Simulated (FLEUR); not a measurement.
# free Ni(111) film, 2 layers: from one collinear state to anisotropy, part 2 of 2

Wanted: anisotropy for free Ni(111) film, 2 layers, with the cost of each step.

FLEUR MaX-R8.1; PBE; all-electron FLAPW film, Dirac cores, scalar-relativistic bands.

So far. Step 2 (Reference state): After 28 cycles the largest moment stands at 0.698 μB.

**5. Spin–orbit coupling, moments along z**

Level of this step: PBE; all-electron FLAPW film, Dirac cores, scalar-relativistic bands with spin-orbit coupling (FLEUR).

Spin–orbit coupling ties the spins to the lattice and lets orbital moments form.

A new self-consistent run of the start ferro ++, with the moments along z. The k list default-1 (kpts.xml, not shown) is a Γ-centred 35×35×1 mesh.

inp.xml reads:

```
<?xml version="1.0" encoding="UTF-8" standalone="no"?>
<fleurInput fleurInputVersion="0.39">
   <comment>
      Ni
   </comment>
   <calculationSetup>
      <cutoffs Kmax="3.66" Gmax="11.0" GmaxXC="11.0" numbands="76"/>
      <scfLoop itmax="150" minDistance="0.00002" maxIterBroyd="15" imix="Anderson" alpha="0.03" precondParam="0.0" spinf="2.0" sdNocoIR="T"/>
      <coreElectrons ctail="T" frcor="F" kcrel="0" coretail_lmax="0"/>
      <xcFunctional name="pbe" relativisticCorrections="F"/>
      <magnetism jspins="2"/>
      <soc l_soc="T" theta="0.0" phi="0.0" spav="F"/>
      <expertModes spex="0" secvar="F"/>
      <geometryOptimization l_f="F" forcealpha="1.0" forcemix="BFGS" epsdisp="0.00001" epsforce="0.00001"/>
      <ldaU l_linMix="F" mixParam="0.05" spinf="1.0"/>
   </calculationSetup>
   <cell>
      <bzIntegration valenceElectrons="36.0" mode="hist" fermiSmearingEnergy="0.00183747">
         <kPointListSelection listName="default-1"/>
         <xi:include xmlns:xi="http://www.w3.org/2001/XInclude" href="kpts.xml"> </xi:include>
      </bzIntegration>
      <xi:include xmlns:xi="http://www.w3.org/2001/XInclude" href="sym.xml"> </xi:include>
      <filmLattice scale="1.0" dVac="9.12" dTilda="11.62">
         <bravaisMatrixFilm>
            <row-1>    4.7086300406703598     0.0000001262337051</row-1>
            <row-2>   -2.3543151296652853     4.0777931691130949</row-2>
         </bravaisMatrixFilm>
         <vacuumEnergyParameters vacuum="1" spinUp="-.25" spinDown="-.25"/>
      </filmLattice>
   </cell>
   <atomSpecies>
      <species name="Nickel (Ni1.000" element="Ni" atomicNumber="28">
         <mtSphere radius="2.24" gridPoints="741" logIncrement="0.016"/>
         <atomicCutoffs lmax="8" lnonsphr="6"/>
         <electronConfig flipSpins="F">
            <coreConfig>(1s1/2) (2s1/2) (2p1/2) (2p3/2)</coreConfig>
            <valenceConfig>(3s1/2) (3p1/2) (3p3/2) (4s1/2) (3d3/2) (3d5/2)</valenceConfig>
            <stateOccupation state="(3d3/2)" spinUp="1.6" spinDown="1.6"/>
            <stateOccupation state="(3d5/2)" spinUp="2.9" spinDown="1.9"/>
         </electronConfig>
         <energyParameters s="4" p="4" d="3" f="4"/>
         <lo type="SCLO" l="0" n="3" eDeriv="0"/>
         <lo type="SCLO" l="1" n="3" eDeriv="0"/>
      </species>
   </atomSpecies>
   <atomGroups>
      <atomGroup species="Nickel (Ni1.000">
         <filmPos label="                   1">1.000/6.000 -1.000/6.000 -1.9223139121</filmPos>
         <filmPos label="                   2">-1.000/6.000 1.000/6.000 1.9223139121</filmPos>
         <force calculate="T" relaxXYZ="TTT"/>
      </atomGroup>
   </atomGroups>
   <output dos="F" band="F" slice="F">
      <bandDOS minEnergy="-.5*Htr" maxEnergy="0.5*Htr" sigma="0.015" storeEVData="T"/>
      <plotting iplot="0" polar="F">
         <plot TwoD="T" vec1="  1.0  0.0  0.0" vec2="  0.0  1.0  0.0" vec3="  0.0  0.0  1.0" zero="  0.0  0.0 -0.5" file="plot"/>
      </plotting>
      <moessbauerParams electricFieldGradient="F" isomerShift="F" coreHyperfine="F" valenceHyperfine="F"/>
   </output>
</fleurInput>
```

crystal.txt reads:

```
Ni
&input film=T cartesian=F /
2.49169971213  0.00000006680  0.00000000000
-1.24584991392  2.15787521590  0.00000000000
0.00000000000  0.00000000000  1.00000000000
1.8897261246
1.0 1.0 1.0

2
28 0.00000000000  0.00000000000  -1.92231391213 : 1.000
28 0.66666666667  0.33333333333  1.92231391213 : 1.000

&soc 0.0000000 0.0000000 /
&kpt div1=35 div2=35 div3=1 gamma=T /
```

Run with:

```
> OMP_NUM_THREADS=1 inpgen -f crystal.txt > inpgen.log  # inp.xml is then edited as shown
> OMP_NUM_THREADS=1 mpirun -n 4 fleur_MPI > fleur.log
```

Log:

```text
[banner, memory and clock lines left out]
Welcome to FLEUR        (www.flapw.de)
      MaX-Release 8.1          (www.max-centre.eu)

 ========== k-point set info ==========
 Selected k-point list: default-1
 k-point list type: mesh
 0 x 0 x 0
 Number of k points: 208

 [... set-up left out ...]
 Iteration:     1   Distance:      21.03292375 me/bohr^3
 Iteration:     2   Distance:      18.33132340 me/bohr^3
 Iteration:     3   Distance:      10.56536325 me/bohr^3
 Iteration:     4   Distance:      13.80814417 me/bohr^3
 Iteration:     5   Distance:       4.83612745 me/bohr^3
 Iteration:     6   Distance:       4.88113960 me/bohr^3
 Iteration:     7   Distance:       1.23828650 me/bohr^3
 Iteration:     8   Distance:       1.31635007 me/bohr^3
 Iteration:     9   Distance:       0.59365580 me/bohr^3
 Iteration:    10   Distance:       0.33012230 me/bohr^3
 Iteration:    11   Distance:       0.18480314 me/bohr^3
 Iteration:    12   Distance:       0.13468866 me/bohr^3
 Iteration:    13   Distance:       0.10862244 me/bohr^3
 Iteration:    14   Distance:       0.06012303 me/bohr^3
[... lines left out ...]
 Iteration:    20   Distance:       0.00120746 me/bohr^3
 Iteration:    21   Distance:       0.00038693 me/bohr^3
 Iteration:    22   Distance:       0.00025796 me/bohr^3
 Iteration:    23   Distance:       0.00008639 me/bohr^3
 Iteration:    24   Distance:       0.00006455 me/bohr^3
 Iteration:    25   Distance:       0.00002928 me/bohr^3
 Iteration:    26   Distance:       0.00001201 me/bohr^3

 ********************************************************************
 Run finished successfully
 Stop message:
   all done
 ********************************************************************

--- out.xml (last complete iteration) ---
<iteration numberForCurrentRun="   26" overallNumber="   26">
         [... left out ...]
         <bandgap value="0.0000000009" units="eV"/>
         <sumValenceSingleParticleEnergies value="-51.2254777583" units="Htr"/>
         <FermiEnergy value="-0.1851639822" units="Htr"/>
         [... left out ...]
         <magneticMomentsInMTSpheres units="muBohr">
            <globalMagMoment atomType="1" vec="0.00000   0.00000   0.73369"/>
         </magneticMomentsInMTSpheres>
         <orbitalMomentsInMTSpheres units="muBohr">
            <globalMagMoment atomType="1" vec="0.00000   0.00000   0.05508"/>
         </orbitalMomentsInMTSpheres>
         [... left out ...]
         <totalEnergy value="    -3041.6157141406" units="Htr">
            <sumOfEigenvalues value="    -1772.6551417379">
               <coreElectrons value="-1721.4296639797"/>
               <valenceElectrons value="-51.2254777583"/>
            </sumOfEigenvalues>
         [... left out ...]
            <freeEnergy value="-3041.6168762493"/>
            <extrapolationTo0K value="-3041.6162951950"/>
         </totalEnergy>
         <densityConvergence units="me/bohr^3">
            <chargeDensity spin="1" distance="0.0000043178"/>
            <chargeDensity spin="2" distance="0.0000098746"/>
            <overallChargeDensity distance="0.0000093793"/>
            <spinDensity distance="0.0000120139"/>
         </densityConvergence>
      </iteration>
```

The job ended after 2.6 min (4 MPI ranks of Arm Neoverse V1, shared host; peak memory 0.45 GiB; 11 min of CPU time).

Numbers from this step:

- free energy: -82766.6116 eV
- program's band gap on this mesh (in a metal only a level spacing): 9.00e-10 eV
- magnetization: 1.388 μB
- final state: ferromagnetic
- largest moment: 0.7337 μB
- orbital moment along the spin: 0.05508 μB

Orbital moment in the sphere, along the spin axis by atom:

```
atom  orbital moment in the sphere, along the spin axis (μB)
 Ni1                                                  0.0551
 Ni2                                                  0.0551
```

**6. Outcome**

```json
{"reference state": "ferromagnetic", "largest sphere moment": "0.698 μB", "easy direction of those tried": "the plane normal to z", "energy along x less z, force theorem": "-0.806 meV a primitive cell", "orbital moment on the atom of largest spin, along its spin (spin–orbit run)": "0.0551 μB"}
```

By the force theorem the moments prefer the plane normal to z, with no direction in it resolved; shape anisotropy is not in it, and in a film it favours the plane. The difference for the second direction goes from -0.92 meV (mesh 23×23×1, 68 states, 82 s of CPU time) to -0.81 meV (mesh 35×35×1, 68 states, 3 min), so it is not converged. The orbital moment is parallel to the spin, as Hund's third rule has it for a shell over half filled. The state was typed, and no other order was converged beside it, so it need not be the ground state.

[Logs and program files are shortened in this print: banners, set-up blocks, solver, clock and traceback lines can be left out without a mark of their own.]

[Logs are printed without paths, hosts, clocks, repeated set-up lines and the standing remarks that a program may print on its own settings, such as how far it seeks lower states.]

[Hosts, paths, dates, database ids (printed as entryN), source tags and the programs' standing remarks are cut or masked in the printed files.]

[Where a cell is said to come from a database of computed structures, the database is the Materials Project.]
